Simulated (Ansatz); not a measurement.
# NaInF3: complex band structure, part 3 of 4

Wanted: the relaxed cell of NaInF3, its band edges and its decay constants. It is built by putting Na for Cs in the CsInF3 structure of space group Fm-3m, with the volume rescaled by atomic radii. The parent structure comes from the Materials Project.

Ansatz 0.2.0; r2SCAN DFT, plane waves, PAW files (the session's first sound run).

So far, gap on path (eV): step 3 (the bulk crystal and its band edges) 1.81.

The structure was built from a prototype and need not be the compound's stable phase.

**5. Decay over the two-dimensional zone**

Level of this step: r2SCAN DFT, plane waves, PAW files; complex bands by layer matching along the plane's normal (Ansatz).

The listed points could miss the slowest state, so one energy near mid-gap is solved on a mesh of 8×8.

Input file input.yaml:

```yaml
crystal:
  lattice:
    - [6.409398414, 0.0, 0.0]
    - [3.204699207, 5.550701849, 0.0]
    - [3.204699207, 1.85023395, 5.233251891]
  atoms:
    - { symbol: Na, position: [0.75, 0.75, 0.75] }
    - { symbol: Na, position: [0.25, 0.25, 0.25] }
    - { symbol: In, position: [0.5, 0.5, 0.5] }
    - { symbol: In, position: [0.0, 0.0, 0.0] }
    - { symbol: F, position: [0.7711712242, 0.2288287758, 0.2288287758] }
    - { symbol: F, position: [0.2288287758, 0.2288287758, 0.7711712242] }
    - { symbol: F, position: [0.2288287758, 0.7711712242, 0.7711712242] }
    - { symbol: F, position: [0.2288287758, 0.7711712242, 0.2288287758] }
    - { symbol: F, position: [0.7711712242, 0.2288287758, 0.7711712242] }
    - { symbol: F, position: [0.7711712242, 0.7711712242, 0.2288287758] }
kpoints:
  mp_grid: { grid: [6, 6, 6] }
scf:
  occupations: { method: fixed }
hamiltonian:
  xc: r2scan
output:
  eigenvalues: true
  transmission: { leads: [[0, 0]], kmesh: [8, 8], e_range: [0.91, 0.92], de: 0.05 }
```

Run with:

```bash
> ansatz run input.yaml --threads 2 --pin off --max-ram 4096MiB --backend cpu --events-out ev --progress --plain --runs-dir out
```

Numbers of over 12 decimals in the logs are rounded to 6 here.

Output:

```text
[...]
Crystal: 10 atoms, lattice volume = 186.182 Å³
Basis set: ecut = 500 eV, 4693 PW (Γ), exchange–correlation on 192×192×192 points (64 copies of the dense FFT grid, shifted against one another)
Bands: 53, of which v1, the nominal top of the filled ones, is band 43 counted from 1 (42 counted from 0)
Symmetry: 48 space group operations
[...]
k-points: 16 of 216
[...]
SCF iter   1: F=—  HF=-19066.301147 eV  |F-HF|=—  |Δ(HF+E_count)|=         —  Δρ=9.58e-3  dr2=1.36e-1  dr2_τ=1.80e-1  ethr=1.77e-3  ⟨swp⟩=5.0  Hψ=2660  notcnv=0  defer=119
[...]
SCF iter   7: F=-19066.414084 eV  HF=-19066.414084 eV  |F-HF|=5.07e-9  |Δ(HF+E_count)|=   1.08e-7  Δρ=4.80e-6  dr2=3.29e-8  dr2_τ=2.86e-9  ethr=1.16e-10  ⟨swp⟩=10.9  Hψ=3481  notcnv=0
SCF 1 converged in 7 iterations: F = -19066.414084 eV  dr2 = 3.29e-8
[...]
transmission: 32 of 80 steps passed
transmission: 64 of 80 steps passed
transmission: 80 of 80 steps passed
SCF converged after 7 iterations
Free energy (F): -19066.414084 eV
[...]
Internal energy: -19066.414084 eV  (E = F + TS)
E sigma→0 (E₀):  -19066.414084 eV
Fermi energy:    4.143160 eV
[...]
--- Band table (eV; the first three rows and the last of 16) ---
  k-point 0: bands = [... 39 lower, -0.3811, -0.3485, -0.3485, 2.3728, 7.0622, 8.9432, 8.9432, 8.9432, ... 6 higher]
  k-point 1: bands = [... 39 lower, -0.4013, -0.3898, -0.3898, 2.6792, 6.8907, 8.4848, 9.0006, 9.0006, ... 6 higher]
  k-point 2: bands = [... 39 lower, -0.4494, -0.4314, -0.4314, 3.3363, 6.3573, 8.1045, 9.0722, 9.1183, ... 6 higher]
  k-point 15: bands = [... 39 lower, -0.5646, -0.4930, -0.4413, 4.1432, 7.1395, 7.1526, 7.6383, 9.3131, ... 6 higher]
--- Transmission ---
  basis      : 367 plane waves across, 8 finite elements along
  points     : 10, standing for a mesh of 8 x 8
  energies   : 1 from 0.910000 to 0.910000 eV about the Fermi level; the leads are filled to 0.911711 eV, and channels, transmission and decay are at 0.910000 eV
  crystal 0  : Na2F6In2, at the sites [0, 0], period 5.2333 Å: whole cells are its period
[...]
channels       : 0.000000e0 a spin
    conductance    : none, crystal 0 has no channel at the energies, or these end too early or step too widely for 300 K: set another output.transmission.e_range or a lower de, or, where they end at an eighth of basis.ecutwfc, a higher one
    slowest decay  : 0.2005 /Å at (0.0000, 0.0000)
```

Wall time 32 s (2 threads of Intel Xeon 6975P-C (Granite Rapids), shared host); peak memory 1.9 GiB; 63 s of CPU time.

Numbers from this step:

```yaml
least_decay_constant_on_the_mesh: 0.2005 Å⁻¹
```

Slowest decay constant (1/Å; 0 where a channel is open) over k1 and k2. At 0.9100 eV from the Fermi level.

Ten even steps from '_' (0.201) to '@' (0.432):
```
##@@@@##**====**
@@@@@@==::..::==
####==..____..==
****::______::**
##==..____..==##
@@==::..::==@@@@
##**====**##@@@@
**##@@##**##@@##
```
Columns: k1 (b1) from -0.5 to 0.375; rows upwards: k2 (b2) from -0.5 to 0.375.

The least value on the mesh is 0.201 Å⁻¹ at +0.91 eV. At that energy the listed points give about 0.200 Å⁻¹ by interpolation, so the mesh holds no clearly slower state.

**6. Band edges at another level, cutoff 420 eV**

This step: LDA DFT, plane waves, PAW files (Ansatz 0.2.0).

The edges again with LDA, at the same atoms. Against that run the cutoff is 420 eV against 500.

Input file input.yaml:

```yaml
crystal:
  lattice:
    - [0.0, 4.5321290817, 4.5321290817]
    - [4.5321290817, 0.0, 4.5321290817]
    - [4.5321290817, 4.5321290817, 0.0]
  atoms:
    - { symbol: Na, position: [0.25, 0.25, 0.25] }
    - { symbol: Na, position: [0.75, 0.75, 0.75] }
    - { symbol: In, position: [0.5, 0.5, 0.5] }
    - { symbol: In, position: [0.0, 0.0, 0.0] }
    - { symbol: F, position: [0.2288287758, 0.2288287758, 0.7711712242] }
    - { symbol: F, position: [0.2288287758, 0.7711712242, 0.7711712242] }
    - { symbol: F, position: [0.7711712242, 0.7711712242, 0.2288287758] }
    - { symbol: F, position: [0.2288287758, 0.7711712242, 0.2288287758] }
    - { symbol: F, position: [0.7711712242, 0.2288287758, 0.7711712242] }
    - { symbol: F, position: [0.7711712242, 0.2288287758, 0.2288287758] }
kpoints:
  mp_grid: { grid: [6, 6, 6] }
  band_path: { path: [VBM, CBM], npoints: 30 }
scf:
  occupations: { method: fixed }
hamiltonian:
  xc: lda
output:
  eigenvalues: true
```

Output:

```text
[...]
Crystal: 10 atoms, lattice volume = 186.182 Å³
Basis set: ecut = 420 eV, 3695 PW (Γ)
Bands: 53, of which v1, the nominal top of the filled ones, is band 43 counted from 1 (42 counted from 0)
Symmetry: 48 space group operations
[...]
k-points: 16 of 216
[...]
SCF iter   1: F=—  HF=-18615.390480 eV  |F-HF|=—  |Δ(HF+E_count)|=         —  Δρ=1.60e-2  dr2=3.45e-1  ethr=1.77e-3  ⟨swp⟩=4.9  Hψ=2867  notcnv=0  defer=123
[...]
SCF iter   7: F=-18615.286228 eV  HF=-18615.286228 eV  |F-HF|=1.13e-8  |Δ(HF+E_count)|=   1.18e-8  Δρ=2.69e-6  dr2=1.52e-8  ethr=1.16e-10  ⟨swp⟩=10.6  Hψ=3386  notcnv=0
SCF 1 converged in 7 iterations: F = -18615.286228 eV  dr2 = 1.52e-8
[...]
SCF converged after 7 iterations
Free energy (F): -18615.286228 eV
[...]
Internal energy: -18615.286228 eV  (E = F + TS)
E sigma→0 (E₀):  -18615.286228 eV
Fermi energy:    3.656708 eV
[...]
--- Band table (eV; the first three rows and the last of 16) ---
  k-point 0: bands = [... 39 lower, -0.2002, -0.2002, -0.2002, 1.7041, 6.2540, 7.9917, 8.1016, 8.1016, ... 6 higher]
  k-point 1: bands = [... 39 lower, -0.2253, -0.2253, -0.2206, 2.0537, 6.1104, 7.5931, 8.0556, 8.1793, ... 6 higher]
  k-point 2: bands = [... 39 lower, -0.2703, -0.2692, -0.2692, 2.7687, 5.5947, 7.2452, 8.0967, 8.3359, ... 6 higher]
  k-point 15: bands = [... 39 lower, -0.3913, -0.3909, -0.2627, 3.6567, 6.3360, 6.3880, 6.8630, 8.4910, ... 6 higher]
```

Elapsed: 7.8 s, on 2 threads; peak memory 0.53 GiB.

Numbers from this step:

| Item | Value |
| --- | --- |
| free energy | -18615.2862 eV |
| Fermi energy | 3.657 eV |
| gap on the k-mesh | 1.531 eV |
| gap on path | 1.520 eV, by band count; negative where bands overlap |
| direct gap on path | 1.977 eV |

Electronic bands along the path, in eV, zero at the Fermi level (highest filled level under fixed occupations); v1 is the highest filled band, c1 the lowest empty one:

```
  point     v4     v3     v2     v1    c1    c2    c3    c4
    VBM  -4.12  -3.98  -3.98   0.01  2.56  2.93  2.93  5.24
halfway  -3.97  -3.95  -3.90  -0.77  2.01  3.52  4.32  4.41
    CBM  -3.96  -3.95  -3.95  -0.45  1.53  3.53  4.45  4.76
```

The searched edges give 1.52 eV, against 1.53 eV on the mesh.

**7. Complex bands at another level, cutoff 420 eV**

This step: LDA DFT, plane waves, PAW files; complex bands by layer matching along the plane's normal (Ansatz 0.2.0).

The complex bands at that level, over its own gap, at (0, 0) and (-0.5, -0.5).

Input file input.yaml:

```yaml
crystal:
  lattice:
    - [6.409398414, 0.0, 0.0]
    - [3.204699207, 5.550701849, 0.0]
    - [3.204699207, 1.85023395, 5.233251891]
  atoms:
    - { symbol: Na, position: [0.75, 0.75, 0.75] }
    - { symbol: Na, position: [0.25, 0.25, 0.25] }
    - { symbol: In, position: [0.5, 0.5, 0.5] }
    - { symbol: In, position: [0.0, 0.0, 0.0] }
    - { symbol: F, position: [0.7711712242, 0.2288287758, 0.2288287758] }
    - { symbol: F, position: [0.2288287758, 0.2288287758, 0.7711712242] }
    - { symbol: F, position: [0.2288287758, 0.7711712242, 0.7711712242] }
    - { symbol: F, position: [0.2288287758, 0.7711712242, 0.2288287758] }
    - { symbol: F, position: [0.7711712242, 0.2288287758, 0.7711712242] }
    - { symbol: F, position: [0.7711712242, 0.7711712242, 0.2288287758] }
kpoints:
  mp_grid: { grid: [6, 6, 6] }
scf:
  occupations: { method: fixed }
hamiltonian:
  xc: lda
output:
  eigenvalues: true
  transmission:
    leads: [[0, 0]]
    kpoints: [[0.0, 0.0], [-0.5, -0.5]]
    e_range: [-1.0, 2.52]
    de: 0.06
```

Output:

```text
[...]
Crystal: 10 atoms, lattice volume = 186.182 Å³
Basis set: ecut = 420 eV, 3695 PW (Γ)
Bands: 53, of which v1, the nominal top of the filled ones, is band 43 counted from 1 (42 counted from 0)
Symmetry: 48 space group operations
[...]
k-points: 16 of 216
[...]
SCF iter   1: F=—  HF=-18615.390428 eV  |F-HF|=—  |Δ(HF+E_count)|=         —  Δρ=1.60e-2  dr2=3.45e-1  ethr=1.77e-3  ⟨swp⟩=4.9  Hψ=2845  notcnv=0  defer=122
[...]
SCF iter   7: F=-18615.286228 eV  HF=-18615.286228 eV  |F-HF|=1.12e-8  |Δ(HF+E_count)|=   1.43e-8  Δρ=2.69e-6  dr2=1.52e-8  ethr=1.16e-10  ⟨swp⟩=10.7  Hψ=3377  notcnv=0
SCF 1 converged in 7 iterations: F = -18615.286228 eV  dr2 = 1.52e-8
[...]
transmission: 7 of 14 steps passed
transmission: 14 of 14 steps passed
SCF converged after 7 iterations
Free energy (F): -18615.286228 eV
[...]
Internal energy: -18615.286228 eV  (E = F + TS)
E sigma→0 (E₀):  -18615.286228 eV
Fermi energy:    3.656708 eV
[...]
--- Band table (eV; the first three rows and the last of 16) ---
  k-point 0: bands = [... 39 lower, -0.2002, -0.2002, -0.2002, 1.7041, 6.2540, 7.9917, 8.1016, 8.1016, ... 6 higher]
  k-point 1: bands = [... 39 lower, -0.2253, -0.2253, -0.2206, 2.0537, 6.1104, 7.5931, 8.0556, 8.1793, ... 6 higher]
  k-point 2: bands = [... 39 lower, -0.2703, -0.2692, -0.2692, 2.7687, 5.5947, 7.2452, 8.0967, 8.3359, ... 6 higher]
  k-point 15: bands = [... 39 lower, -0.3913, -0.3909, -0.2627, 3.6567, 6.3360, 6.3880, 6.8630, 8.4910, ... 6 higher]
--- Transmission ---
  basis      : 313 plane waves across, 7 finite elements along
  points     : 2, as listed
[...]
crystal 0  : Na2F6In2, at the sites [0, 0], period 5.2333 Å: whole cells are its period
[...]
channels       : 0.000000e0 a spin
[...]
slowest decay  : 0.1815 /Å at (0.0000, 0.0000)
```

It took 51 s on 2 threads; peak memory 1.1 GiB.

Numbers from this step:

| Item | Value |
| --- | --- |
| level to which the leads are filled | 0.7653 eV from the Fermi level |
| decay constant at the filling level, zone centre | 0.1815 Å⁻¹ |
| decay constant at the filling level, slowest listed point | 0.1815 Å⁻¹ |

K parallel (0, 0); values up to 1.5 1/Å, a degenerate pair printed once or twice; energies at which all values exceed this have no row. The Im kz of the slowest decaying states by energy, zero at the highest filled level on the SCF mesh:

```
energy (eV)  decay 1 (Å⁻¹)  decay 2 (Å⁻¹)  decay 3 (Å⁻¹)  decay 4 (Å⁻¹)
    -1.0000          0.622          0.815          0.931           1.11
    -0.7600          0.630          0.806          0.922           1.13
    -0.5200          0.636          0.796          0.912           1.16
    -0.2200          0.119          0.641          0.782          0.896
     0.0200          0.157          0.643          0.770          0.882
     0.2600          0.177          0.644          0.756          0.865
     0.5000          0.185          0.643          0.742          0.848
     0.7400          0.181          0.640          0.727          0.828
     0.9800          0.167          0.636          0.711          0.805
     1.2200          0.137          0.631          0.694          0.780
     1.5200         0.0274          0.622          0.672          0.743
     1.7600          0.613          0.653          0.708           1.32
     2.0000          0.602          0.635          0.663           1.30
     2.2400          0.589          0.612           1.27           1.28
```

K parallel (-0.5, -0.5); values up to 1.5 1/Å, a degenerate pair printed once or twice; energies at which all values exceed this have no row. Im kz of the slowest decaying states against energy, zero at the highest filled level on the SCF mesh:

```
energy (eV)  decay 1 (Å⁻¹)  decay 2 (Å⁻¹)  decay 3 (Å⁻¹)  decay 4 (Å⁻¹)
    -1.0000          0.419          0.705           1.03           1.14
    -0.7600          0.321          0.432          0.713           1.02
    -0.5200          0.164          0.430          0.719           1.02
    -0.2200          0.417          0.722           1.02           1.11
     0.0200          0.122          0.400          0.722           1.01
     0.2600          0.265          0.377          0.719           1.02
     0.5000          0.327          0.349          0.713           1.03
     0.7400          0.314          0.361          0.705           1.01
     0.9800          0.269          0.380          0.694          0.994
     1.2200          0.207          0.386          0.681          0.975
     1.5200         0.0387          0.379          0.659          0.949
     1.7600          0.363          0.638          0.926           1.00
     2.0000          0.335          0.613          0.900          0.997
     2.2400          0.290          0.584          0.873          0.991
```

At the listed wavevectors the last open channel is at -0.04 eV and the next at +1.58 eV on the grid. At +0.74 eV, the grid energy nearest the filling level (the middle of the gap on the SCF mesh), the slowest state at the listed wavevectors decays with κ = 0.181 Å⁻¹, its amplitude falling by e over 5.5 Å; the first such run, plane (111), gave 0.200 Å⁻¹.

**8. A repeat with changed settings**

This step: r2SCAN DFT, plane waves, PAW files; complex bands by layer matching along the plane's normal; changed: output.transmission.e_range = [-0.1, 0.1], output.transmission.de = 0.035 (Ansatz 0.2.0).

This run repeats an earlier one, its twin (the complex run, plane (111)), with two settings changed (output.transmission.e_range, output.transmission.de; files written aside). It is meant to test what the energy window and step decide. Where the input is shown as a difference, that is against the step before, not the twin.

Edit input.yaml of step 7 so:

```diff
@@ -21,3 +21,3 @@
 hamiltonian:
-  xc: lda
+  xc: r2scan
 output:
@@ -27,3 +27,3 @@
     kpoints: [[0.0, 0.0], [-0.5, -0.5]]
-    e_range: [-1.0, 2.52]
-    de: 0.06
+    e_range: [-0.1, 0.1]
+    de: 0.035
```

Output:

```text
[...]
Crystal: 10 atoms, lattice volume = 186.182 Å³
Basis set: ecut = 500 eV, 4693 PW (Γ), exchange–correlation on 192×192×192 points (64 copies of the dense FFT grid, shifted against one another)
Bands: 53, of which v1, the nominal top of the filled ones, is band 43 counted from 1 (42 counted from 0)
Symmetry: 48 space group operations
[...]
k-points: 16 of 216
[...]
SCF iter   1: F=—  HF=-19066.301147 eV  |F-HF|=—  |Δ(HF+E_count)|=         —  Δρ=9.58e-3  dr2=1.36e-1  dr2_τ=1.80e-1  ethr=1.77e-3  ⟨swp⟩=5.0  Hψ=2660  notcnv=0  defer=119
[...]
SCF iter   7: F=-19066.414084 eV  HF=-19066.414084 eV  |F-HF|=5.07e-9  |Δ(HF+E_count)|=   1.08e-7  Δρ=4.80e-6  dr2=3.29e-8  dr2_τ=2.86e-9  ethr=1.16e-10  ⟨swp⟩=10.9  Hψ=3481  notcnv=0
SCF 1 converged in 7 iterations: F = -19066.414084 eV  dr2 = 3.29e-8
[...]
transmission: 8 of 16 steps passed
transmission: 16 of 16 steps passed
SCF converged after 7 iterations
Free energy (F): -19066.414084 eV
[...]
Internal energy: -19066.414084 eV  (E = F + TS)
E sigma→0 (E₀):  -19066.414084 eV
Fermi energy:    4.143160 eV
[...]
--- Band table (eV; the first three rows and the last of 16) ---
  k-point 0: bands = [... 39 lower, -0.3811, -0.3485, -0.3485, 2.3728, 7.0622, 8.9432, 8.9432, 8.9432, ... 6 higher]
  k-point 1: bands = [... 39 lower, -0.4013, -0.3898, -0.3898, 2.6792, 6.8907, 8.4848, 9.0006, 9.0006, ... 6 higher]
  k-point 2: bands = [... 39 lower, -0.4494, -0.4314, -0.4314, 3.3363, 6.3573, 8.1045, 9.0722, 9.1183, ... 6 higher]
  k-point 15: bands = [... 39 lower, -0.5646, -0.4930, -0.4413, 4.1432, 7.1395, 7.1526, 7.6383, 9.3131, ... 6 higher]
--- Transmission ---
  basis      : 367 plane waves across, 8 finite elements along
  points     : 2, as listed
[...]
crystal 0  : Na2F6In2, at the sites [0, 0], period 5.2333 Å: whole cells are its period
[...]
channels       : 0.000000e0 a spin
[...]
slowest decay  : 0.1687 /Å at (0.0000, 0.0000)
```

The job ended after 16 s (2 threads; peak memory 1.5 GiB; 31 s of CPU time).

Numbers from this step:

```yaml
free_energy: -19066.4141 eV
fermi_energy: 4.143 eV
gap_on_the_k_mesh: 1.823 eV
level_to_which_the_leads_are_filled: 0.9117 eV from the Fermi level
```

K parallel (0, 0); values up to 1.5 1/Å, a degenerate pair printed once or twice; energies at which all values exceed this have no row. Im kz of the slowest decaying states against energy, zero at the highest filled level on the SCF mesh:

```
energy (eV)  decay 1 (Å⁻¹)  decay 2 (Å⁻¹)  decay 3 (Å⁻¹)  decay 4 (Å⁻¹)
    -0.1000          0.142          0.688          0.836          0.929
    -0.0650          0.148          0.688          0.835          0.927
    -0.0300          0.154          0.688          0.833          0.925
     0.0050          0.159          0.688          0.832          0.922
     0.0400          0.164          0.688          0.831          0.920
     0.0750          0.169          0.688          0.829          0.918
```

K parallel (-0.5, -0.5); values up to 1.5 1/Å, a degenerate pair printed once or twice; energies at which all values exceed this have no row. Im kz of the slowest decaying states against energy, zero at the highest filled level on the SCF mesh:

```
energy (eV)  decay 1 (Å⁻¹)  decay 2 (Å⁻¹)  decay 3 (Å⁻¹)  decay 4 (Å⁻¹)
    -0.1000          0.443          0.763           1.08           1.12
    -0.0650          0.441          0.762           1.08           1.11
    -0.0300          0.439          0.762           1.08           1.11
     0.0050          0.107          0.436          0.761           1.08
     0.0400          0.149          0.434          0.761           1.08
     0.0750          0.180          0.431          0.760           1.09
```

K parallel (-0.5, -0.5). Table of Re kz of states that move upwards, channel 1 by energy, zero at the highest filled level on the SCF mesh:

```
energy (eV)  Re kz of states that move upwards, channel 1 (Å⁻¹)
    -0.1000                                               0.236
    -0.0650                                               0.286
    -0.0300                                               0.382
     0.0050                                                   -
     0.0400                                                   -
     0.0750                                                   -
```

(Continued in part 4 of 4.)

[Logs are printed without paths, hosts, clocks, repeated set-up lines and the standing remarks that a program may print on its own settings, such as how far it seeks lower states.]

[Hosts, paths, dates, database ids (printed as entryN), source tags and the programs' standing remarks are cut or masked in the printed files.]
